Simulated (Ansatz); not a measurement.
# S on W(110): change of the work function, part 2 of 3

How does S on the hollow site change the work function of W(110) as the layer fills?

Ansatz 0.2.0; plane-wave DFT, PBE, Ansatz PAW.

So far, work function, upper face (eV): step 2 (the clean slab) 4.84.

## 3. Adsorbate added, k-mesh 6×6×1, coverage 0.25 ML

System of this step: W16S (S/W(110)). The cell holds 17 atoms: 16 W and 1 S. Cell: a = 5.473 Å, b = 5.473 Å, c = 26.991 Å, α = 90.0°, β = 90.0°, γ = 70.5°. Vacuum lies along c.

The clean slab as it ended is repeated in the plane and the adsorbate is set on one face; the cell's size fixes the coverage, and the k-mesh shrinks with it to keep the sampling density about even. Adsorbate and upper layers relax, since the dipole depends on the height.

Input file input.yaml:

```yaml
crystal:
  lattice:
    - [4.468914857, -3.16, 0.0]
    - [4.468914857, 3.16, 0.0]
    - [0.0, 0.0, 26.991204856]
  atoms:
    - { symbol: W, position: [0.0, 0.0, 0.3334419507] }
    - { symbol: W, position: [0.25, 0.25, 0.4162266001] }
    - { symbol: W, position: [0.0, 0.0, 0.5004145891] }
    - { symbol: W, position: [0.25, 0.25, 0.5816324855] }
    - { symbol: W, position: [0.0, 0.5, 0.3334419507] }
    - { symbol: W, position: [0.25, 0.75, 0.4162266001] }
    - { symbol: W, position: [0.0, 0.5, 0.5004145891] }
    - { symbol: W, position: [0.25, 0.75, 0.5816324855] }
    - { symbol: W, position: [0.5, 0.0, 0.3334419507] }
    - { symbol: W, position: [0.75, 0.25, 0.4162266001] }
    - { symbol: W, position: [0.5, 0.0, 0.5004145891] }
    - { symbol: W, position: [0.75, 0.25, 0.5816324855] }
    - { symbol: W, position: [0.5, 0.5, 0.3334419507] }
    - { symbol: W, position: [0.75, 0.75, 0.4162266001] }
    - { symbol: W, position: [0.5, 0.5, 0.5004145891] }
    - { symbol: W, position: [0.75, 0.75, 0.5816324855] }
    - { symbol: S, position: [0.42, 0.42, 0.6665580493] }
kpoints:
  mp_grid: { grid: [6, 6, 1] }
hamiltonian:
  xc: pbe
scf:
  occupations: { method: fermi_dirac, width: 0.1 }
  convergence: { dr2_threshold: 1.0e-08 }
efield:
  axis: 3
  dipole_correction: true
  ramp_position: 0.97
  ramp_width: 0.06
relax:
  f_tol: 0.02
  max_steps: 60
  constraints: [{ sites: [0, 1, 4, 5, 8, 9, 12, 13] }]
output:
  dos: { projected: true, e_range: [-8, 4] }
  write_potential: true
  write_density: true
  volumetric_format: npy
  elf: true
```

On the command line:

```console
> ansatz run input.yaml --threads 4 --pin off --max-ram 6144MiB --backend cpu --events-out ev --progress --plain --runs-dir out
```

Numbers of over 12 decimals in the logs are rounded to 6 here.

The program printed:

```text
[...]
Crystal: 17 atoms, lattice volume = 762.327 Å³
Basis set: ecut = 420 eV, 14911 PW (Γ), exchange–correlation on 80×80×384 points (8 copies of the dense FFT grid, shifted against one another)
Bands: 138, of which v1, the nominal top of the filled ones, is band 115 counted from 1 (114 counted from 0)
Symmetry: 2 space group operations
[...]
k-points: 13 of 36 (time reversal used)
[...]
SCF iter   1: F=—  HF=-167049.954070 eV  |F-HF|=—  |Δ(HF+E_count)|=         —  Δρ=8.87e-3  dr2=7.23e0  ethr=1.77e-3  p=-0.073 e·Å  D=-1.74e-2 V/Å  ΔV_dip=0.47 eV  dr2_dipole=5.17e-2  V_vac-E_F(+/−)=5.48/5.01 eV  ⟨swp⟩=9.5  Hψ=9003  notcnv=0
[...]
SCF iter  10: F=-167049.628398 eV  HF=-167049.628398 eV  |F-HF|=1.30e-8  |Δ(HF+E_count)|=   2.10e-8  Δρ=4.97e-7  dr2=3.66e-9  ethr=4.35e-12  p=-0.108 e·Å  D=-2.56e-2 V/Å  ΔV_dip=0.69 eV  dr2_dipole=1.57e-13  V_vac-E_F(+/−)=5.59/4.90 eV  ⟨swp⟩=13.2  Hψ=14267  notcnv=0
SCF 1 converged in 10 iterations: F = -167049.628398 eV  dr2 = 3.66e-9
[...]
relax step   1: F+E_penalty+E_count = -167049.62839783 eV  Δ(F+E_penalty+E_count) = +0.000e0 eV  max|allowed force component| = 3.764e0 eV/Å  Δτ_max = 0.0000 Å  (10 SCF iters, accepted)
[...]
SCF iter  10: F=-167050.483505 eV  HF=-167050.483505 eV  |F-HF|=5.53e-9  |Δ(HF+E_count)|=   8.21e-9  Δρ=3.32e-7  dr2=2.03e-9  ethr=4.35e-12  p=-0.052 e·Å  D=-1.23e-2 V/Å  ΔV_dip=0.33 eV  dr2_dipole=4.30e-11  V_vac-E_F(+/−)=5.24/4.91 eV  ⟨swp⟩=13.1  Hψ=14200  notcnv=0
SCF 2 converged in 10 iterations: F = -167050.483505 eV  dr2 = 2.03e-9
relax step   2: F+E_penalty+E_count = -167050.48350528 eV  Δ(F+E_penalty+E_count) = -8.551e-1 eV  max|allowed force component| = 2.748e0 eV/Å  Δτ_max = 0.1949 Å  (10 SCF iters, accepted)
SCF iter   1: F=—  HF=-167050.942026 eV  |F-HF|=—  |Δ(HF+E_count)|=         —  Δρ=3.35e-3  dr2=1.71e-1  ethr=1.28e-3  p=-0.052 e·Å  D=-1.23e-2 V/Å  ΔV_dip=0.33 eV  dr2_dipole=5.14e-3  V_vac-E_F(+/−)=5.24/4.91 eV  ⟨swp⟩=5.3  Hψ=3513  notcnv=0
[...]
SCF iter   9: F=-167050.905955 eV  HF=-167050.905955 eV  |F-HF|=1.87e-8  |Δ(HF+E_count)|=   1.82e-8  Δρ=6.65e-7  dr2=7.97e-9  ethr=4.35e-12  p=-0.012 e·Å  D=-2.78e-3 V/Å  ΔV_dip=0.08 eV  dr2_dipole=1.02e-9  V_vac-E_F(+/−)=4.99/4.91 eV  ⟨swp⟩=10.5  Hψ=15373  notcnv=0
SCF 3 converged in 9 iterations: F = -167050.905955 eV  dr2 = 7.97e-9
relax step   3: F+E_penalty+E_count = -167050.90595516 eV  Δ(F+E_penalty+E_count) = -4.224e-1 eV  max|allowed force component| = 8.875e-1 eV/Å  Δτ_max = 0.1950 Å  (9 SCF iters, accepted)
[...]
relax step   4: F+E_penalty+E_count = -167051.02723297 eV  Δ(F+E_penalty+E_count) = -1.213e-1 eV  max|allowed force component| = 4.349e-1 eV/Å  Δτ_max = 0.1947 Å  (10 SCF iters, accepted)
[...]
relax step   5: F+E_penalty+E_count = -167051.07789999 eV  Δ(F+E_penalty+E_count) = -5.067e-2 eV  max|allowed force component| = 1.190e-1 eV/Å  Δτ_max = 0.2000 Å  (9 SCF iters, accepted)
[...]
relax step   6: F+E_penalty+E_count = -167051.08973856 eV  Δ(F+E_penalty+E_count) = -1.184e-2 eV  max|allowed force component| = 1.236e-1 eV/Å  Δτ_max = 0.1893 Å  (9 SCF iters, accepted)
[...]
relax step   7: F+E_penalty+E_count = -167051.09490875 eV  Δ(F+E_penalty+E_count) = -5.170e-3 eV  max|allowed force component| = 6.917e-2 eV/Å  Δτ_max = 0.1307 Å  (9 SCF iters, accepted)
SCF iter   1: F=—  HF=-167051.095153 eV  |F-HF|=—  |Δ(HF+E_count)|=         —  Δρ=4.55e-4  dr2=2.47e-3  ethr=9.21e-6  p=0.027 e·Å  D=6.48e-3 V/Å  ΔV_dip=-0.17 eV  dr2_dipole=1.15e-4  V_vac-E_F(+/−)=4.74/4.91 eV  ⟨swp⟩=3.1  Hψ=3694  notcnv=0
[...]
SCF iter   7: F=-167051.095475 eV  HF=-167051.095475 eV  |F-HF|=2.10e-8  |Δ(HF+E_count)|=   1.01e-7  Δρ=8.53e-7  dr2=8.40e-9  ethr=4.35e-12  p=0.028 e·Å  D=6.56e-3 V/Å  ΔV_dip=-0.18 eV  dr2_dipole=1.37e-11  V_vac-E_F(+/−)=4.74/4.91 eV  ⟨swp⟩=10.5  Hψ=15338  notcnv=0
SCF 8 converged in 7 iterations: F = -167051.095475 eV  dr2 = 8.40e-9
relax step   8: F+E_penalty+E_count = -167051.09547469 eV  Δ(F+E_penalty+E_count) = -5.659e-4 eV  max|allowed force component| = 9.502e-3 eV/Å  Δτ_max = 0.0244 Å  (7 SCF iters, accepted)
NSCF: frozen V_eff on 13 k-points
[...]
SCF converged after 7 iterations
Free energy (F): -167051.095475 eV
[...]
Internal energy: -167050.753654 eV  (E = F + TS)
E sigma→0 (E₀):  -167050.924564 eV
Entropy (-TS):   -0.341821 eV (-20.107 meV/atom)
Fermi energy:    4.680214 eV
Dipole field:    D = 0.006557 V/Å  (p = 0.027626 e·Å, saw-weighted, corrected)
Work function:   Φ+ = 4.7375 eV   Φ− = 4.9145 eV
[...]
--- Forces (eV/Å), atoms counted from 1 ---
  atom   1  W      0.00041449    -0.00000000     0.30700801
  atom   2  W      0.09092662    -0.00000000    -0.47072808
  atom   3  W     -0.00077936     0.00000000    -0.00351070
  atom   4  W     -0.00512395     0.00000000     0.00561605
  atom   5  W     -0.00039918    -0.00013343     0.47459769
  atom   6  W      0.00007165    -0.01724687    -0.25826436
  atom   7  W     -0.00143142    -0.00194590     0.00046762
  atom   8  W      0.00073791     0.00359610    -0.00672773
  atom   9  W     -0.00039918     0.00013343     0.47459769
  atom  10  W      0.00007165     0.01724687    -0.25826436
  atom  11  W     -0.00143142     0.00194590     0.00046762
  atom  12  W      0.00073791    -0.00359610    -0.00672773
  atom  13  W      0.00018105    -0.00000000     0.20643212
  atom  14  W     -0.08957586     0.00000000    -0.47118923
  atom  15  W      0.00228329    -0.00000000    -0.00180059
  atom  16  W      0.00294653    -0.00000000     0.00950200
  atom  17  S      0.00077853    -0.00000000    -0.00147212
  max |Σ_I F_I| component: 9.25e-6 eV/Å
--- Band table (eV; the first three rows and the last of 13) ---
  k-point 0: bands = [... 111 lower, 5.1560, 5.2668, 5.3459, 5.4151, 5.5182, 5.6523, 5.6565, 5.9264, ... 19 higher]
  k-point 1: bands = [... 111 lower, 4.7322, 4.7845, 4.8849, 4.9278, 5.3801, 5.6430, 5.7734, 5.8870, ... 19 higher]
  k-point 2: bands = [... 111 lower, 3.8153, 4.1842, 4.4340, 4.7645, 4.9168, 5.0113, 5.3157, 5.5399, ... 19 higher]
  k-point 12: bands = [... 111 lower, 3.8299, 3.8703, 3.9559, 4.0903, 4.1393, 4.1562, 4.2324, 4.6071, ... 19 higher]
--- Relaxed structure (8 steps of the walk, 8 accepted, 0 SCFs on fresh bases) ---
  F+E_penalty+E_count = -167051.09547469 eV   max|allowed force component| = 9.502e-3 eV/Å
  atoms:
    - { symbol: W, position: [0.0, 0.0, 0.333442] }
    - { symbol: W, position: [0.25, 0.25, 0.416227] }
    - { symbol: W, position: [3.7850940836731105e-5, 3.785094083673109e-5, 0.498508] }
    - { symbol: W, position: [0.251369, 0.251369, 0.582824] }
    - { symbol: W, position: [-5.551115123125783e-17, 0.5, 0.333442] }
    - { symbol: W, position: [0.250000, 0.75, 0.416227] }
    - { symbol: W, position: [7.045133127769887e-6, 0.500041, 0.501242] }
    - { symbol: W, position: [0.236210, 0.763892, 0.581820] }
    - { symbol: W, position: [0.5, -5.551115123125783e-17, 0.333442] }
    - { symbol: W, position: [0.75, 0.250000, 0.416227] }
    - { symbol: W, position: [0.500041, 7.045133127769887e-6, 0.501242] }
    - { symbol: W, position: [0.763892, 0.236210, 0.581820] }
    - { symbol: W, position: [0.5, 0.5, 0.333442] }
    - { symbol: W, position: [0.75, 0.75, 0.416227] }
    - { symbol: W, position: [0.499987, 0.499987, 0.500227] }
    - { symbol: W, position: [0.748733, 0.748733, 0.582789] }
    - { symbol: S, position: [0.499375, 0.499375, 0.645365] }
```

The job ended after 95 s (4 threads of AMD EPYC 9R45, shared host; peak memory 3 GiB).

Relaxation path:

```csv
step,energy less that of the first step (eV),largest force component (eV/Å)
1,0.0000,3.7639
2,-0.8551,2.7485
3,-1.2776,0.8875
4,-1.3988,0.4349
5,-1.4495,0.1190
6,-1.4613,0.1236
7,-1.4665,0.0692
8,-1.4671,0.0095
```

Forces are held to the 2 operations that the run works with; a distortion that breaks them can't arise in this run.

The atoms that moved most (Å):

```csv
atom,dx,dy,dz,length
S17,0.709,0.000,-0.572,0.911
W8,0.000,0.087,0.005,0.088
W12,0.000,-0.087,0.005,0.088
W3,0.000,0.000,-0.051,0.051
W4,0.012,0.000,0.032,0.034
W16,-0.011,0.000,0.031,0.033
W7,0.000,0.000,0.022,0.022
W11,0.000,0.000,0.022,0.022
```

The relaxed structure:

```xyz
17
Lattice="4.4689 -3.1600 0.0000 4.4689 3.1600 0.0000 0.0000 0.0000 26.9912" Properties=species:S:1:pos:R:3
W     0.0000    0.0000    9.0000
W     2.2345    0.0000   11.2345
W     0.0003    0.0000   13.4553
W     2.2467    0.0000   15.7311
W     2.2345    1.5800    9.0000
W     4.4689    1.5800   11.2345
W     2.2347    1.5801   13.5291
W     4.4694    1.6675   15.7040
W     2.2345   -1.5800    9.0000
W     4.4689   -1.5800   11.2345
W     2.2347   -1.5801   13.5291
W     4.4694   -1.6675   15.7040
W     4.4689    0.0000    9.0000
W     6.7034    0.0000   11.2345
W     4.4688    0.0000   13.5017
W     6.6921    0.0000   15.7302
S     4.4633    0.0000   17.4192
```

Numbers from this step:

| Item | Value |
| --- | --- |
| energy at zero smearing | -167050.9246 eV |
| work function, upper face | 4.738 eV |
| work function, lower face | 4.915 eV |
| dipole along the normal | 0.02763 e·Å |
| step between the vacuum levels | -0.1770 eV |

Running mean over 2.234 Å of the planar mean; the ramp of the sawtooth is left out. The electron's electrostatic potential energy less the Fermi level by z:

z (Å), electron's electrostatic potential energy less the Fermi level (eV) and a bar from the least value:
```
      3.5        4.9 ##############################
      4.0        4.9 ##############################
      4.5        4.9 ##############################
      5.0        4.9 ##############################
      5.5        4.9 ##############################
      6.0        4.8 ##############################
      6.5        4.4 #############################
      7.0        3.3 ###########################
      7.5       -0.1 ######################
      8.0       -5.8 ############
      8.5      -10.5 ####
      9.0      -12.2 #
      9.5      -12.5 #
     10.0      -12.6 #
     10.5      -12.7 
     11.0      -12.7 
     11.5      -12.7 
     12.0      -12.5 #
     12.5      -12.4 #
     13.0      -12.6 #
     13.5      -12.7 
     14.0      -12.8 
     14.5      -12.9 
     15.0      -12.8 
     15.5      -12.7 
     16.0      -12.4 #
     16.5       -9.7 #####
     17.0       -4.7 ##############
     17.5       -0.2 #####################
     18.0        1.9 #########################
     18.5        3.2 ###########################
     19.0        4.2 #############################
     19.5        4.6 ##############################
     20.0        4.7 ##############################
     20.5        4.7 ##############################
     21.0        4.7 ##############################
     21.5        4.7 ##############################
     22.0        4.7 ##############################
     22.5        4.7 ##############################
     23.0        4.7 ##############################
     23.5        4.7 ##############################
```

The density of states has structure finer than the step of the table below, so its rows give means over 0.25 eV, whole bins alone (the curve runs from -8 to 1.92 eV). Peaks (eV: height): -4.690: 30.0, -3.550: 26.4, -3.310: 27.7, -2.950: 30.4, -2.830: 26.7, -2.740: 28.1, -2.020: 33.2.

Table of density of states by energy, zero at the Fermi level; means over each step:

energy (eV), density of states (states/eV a cell) and a bar:
```
    -7.75        1.0 
    -7.50        2.0 #
    -7.25        2.0 #
    -7.00        2.5 ##
    -6.75        2.1 #
    -6.50        3.5 ###
    -6.25        5.1 #####
    -6.00        9.5 ###########
    -5.75        9.5 ###########
    -5.50       12.2 ###############
    -5.25       14.3 ##################
    -5.00       14.3 ##################
    -4.75       16.7 #####################
    -4.50       16.5 #####################
    -4.25       12.3 ###############
    -4.00       14.8 ##################
    -3.75        9.3 ###########
    -3.50       14.4 ##################
    -3.25       22.8 #############################
    -3.00       23.7 ##############################
    -2.75       21.0 ##########################
    -2.50       20.9 ##########################
    -2.25       20.1 #########################
    -2.00       21.8 ############################
    -1.75       20.3 #########################
    -1.50       21.3 ###########################
    -1.25       14.5 ##################
    -1.00       12.5 ###############
    -0.75        9.5 ###########
    -0.50       10.4 ############
    -0.25       10.9 #############
     0.00       10.4 ############
     0.25       12.7 ###############
     0.50       12.0 ##############
     0.75       15.2 ###################
     1.00       18.7 #######################
     1.25       17.6 ######################
     1.50       19.2 ########################
     1.75       20.2 #########################
```

Projected DOS per atom over height of the atomic layer and energy from the Fermi level. Layers: W4 W4 W4 W4 S from below.

Ten even steps from '_' (0.02 states/eV) to '@' (1.78 states/eV), each cell a mean:
```
++******..
++++****..
**====**..
++::::==__
==::::--__
++::::--__
**::::++__
@@====##..
%%++**##::
********--
##%%####::
==%%%%++==
::--==--**
========++
++**++--++
::++++==@@
..====--**
..----::--
__........
__________
__________
__________
```
Columns: height of the atomic layer (Å) from 9 to 17.4 (not evenly spaced); rows upwards: energy from the Fermi level (eV) from -7.96 to 1.84.

Valence density in the ca plane at fractional y = 0.499, with atoms of W and S within 0.2 Å of it. It is the smooth field of the valence electrons, not physical close to the nuclei.

Ten even steps from '0' (0.0 e/Å³) to '9' (5.0 e/Å³), each cell a mean:
```
79961000000149983000000000000000000000000000
35520000000014641000000000000000000000000000
01100000000001110000000000000000000000000000
00000000000000000000000000000000000000000000
11100000000001110000000010000000000000000000
36521000000025641000000111100000000000000000
79961000000159983000001211210000000000000000
89972000000169893000001200210000000000000000
58841000000037962000001121100000000000000000
13310000000012320000000111100000000000000000
01000000000000100000000000000000000000000000
01000000000000100000000000000000000000000000
13310000000012320000000000000000000000000000
59841000000037972000000000000000000000000000
89972000000159894100000000000000000000000000
```
Columns run along c (16.0 Å, from fractional 0.32 to 0.91 of the cell), rows up along a (5.5 Å). Atoms in or near the plane, at fractional coordinates: W at (0.33, 0.00), W at (0.50, 0.00), W at (0.33, 0.50), W at (0.50, 0.50), S at (0.65, 0.50).

ELF in the ca plane at fractional y = 0.499, with atoms of W and S within 0.2 Å of it. It is the smooth field of the valence electrons, not physical close to the nuclei.

Ten even steps from '0' (0.00) to '9' (0.93), each cell a mean:
```
74563443344266465344444421000000000000000000
56642443344236752343344321000000000000000000
34323443344433333443343322110000000000000000
44334443444543334443333455542100000000000000
34323443344423333443334788876310000000000000
57642443344236752343236888998631000000000000
74563443344265464343347733899741000000000000
72363454444364165244347611899741000000000000
66752443344257663343237866998631000000000000
35533443344324532443335788987520000000000000
43334443444433334444334567764210000000000000
43334443444433333443443333321000000000000000
35533443344324542343344321000000000000000000
66753443344247673343344321000000000000000000
72263454444364155344445421000000000000000000
```
Columns run along c (16.0 Å, from fractional 0.32 to 0.91 of the cell), rows up along a (5.5 Å). Atoms in or near the plane, at fractional coordinates: W at (0.33, 0.00), W at (0.50, 0.00), W at (0.33, 0.50), W at (0.50, 0.50), S at (0.65, 0.50).

Electrostatic potential energy in the ca plane at fractional y = 0.499, with atoms of W and S within 0.2 Å of it. With pseudopotentials it is smooth inside the atoms' cores, unlike the true potential.

Ten even steps from '0' (-59 eV) to '9' (9 eV), each cell a mean:
```
10026899999730004899999999999999999999999999
42358998899863237899899999999999999999999999
87789998899987778998889999999999999999999999
88889998889998889998889999999999999999999999
77789998899987678998889888999999999999999999
42257998899853237899998754689999999999999999
10026899999730005899998434479999999999999999
10016899999720004899997444379999999999999999
30137999999741026899998533589999999999999999
65578998899875468999888876899999999999999999
88889998889988889998889999999999999999999999
88889998889988889998889999999999999999999999
64568998899875457998889999999999999999999999
20037999999841015899999999999999999999999999
00016899999720004899999999999999999999999999
```
Columns run along c (16.0 Å, from fractional 0.32 to 0.91 of the cell; values clipped at the 3rd and 97th percentile), rows up along a (5.5 Å). Atoms in or near the plane, at fractional coordinates: W at (0.33, 0.00), W at (0.50, 0.00), W at (0.33, 0.50), W at (0.50, 0.50), S at (0.65, 0.50).

The relaxation took 8 steps and lowered the energy by 1.5 eV; the largest force on the free atoms ends at 0.0095 eV/Å.

By hand: a sheet of dipoles makes a step −p/(ε₀A) in the electron's potential. With e/ε₀ = 180.95 V·Å, p = 0.02763 e·Å and A = 28.24 Å², that is −180.95 × (0.02763) / 28.24 = -0.177 eV, and the two vacuum levels of the run differ by -0.177 eV.

The covered face has 4.74 eV, -0.11 eV against the clean one; the bare back face has moved by +0.02 eV, a measure of how thin the slab is.

[end of part 2 of 3]

[Logs are printed without paths, hosts, clocks, repeated set-up lines and the standing remarks that a program may print on its own settings, such as how far it seeks lower states.]

[Hosts, paths, dates, database ids (printed as entryN), source tags and the programs' standing remarks are cut or masked in the printed files.]

[Maps of the electrostatic potential energy from Ansatz leave out the sawtooth potential of an applied field or a dipole correction, so their vacuum need not be flat; planar profiles and work functions include it.]
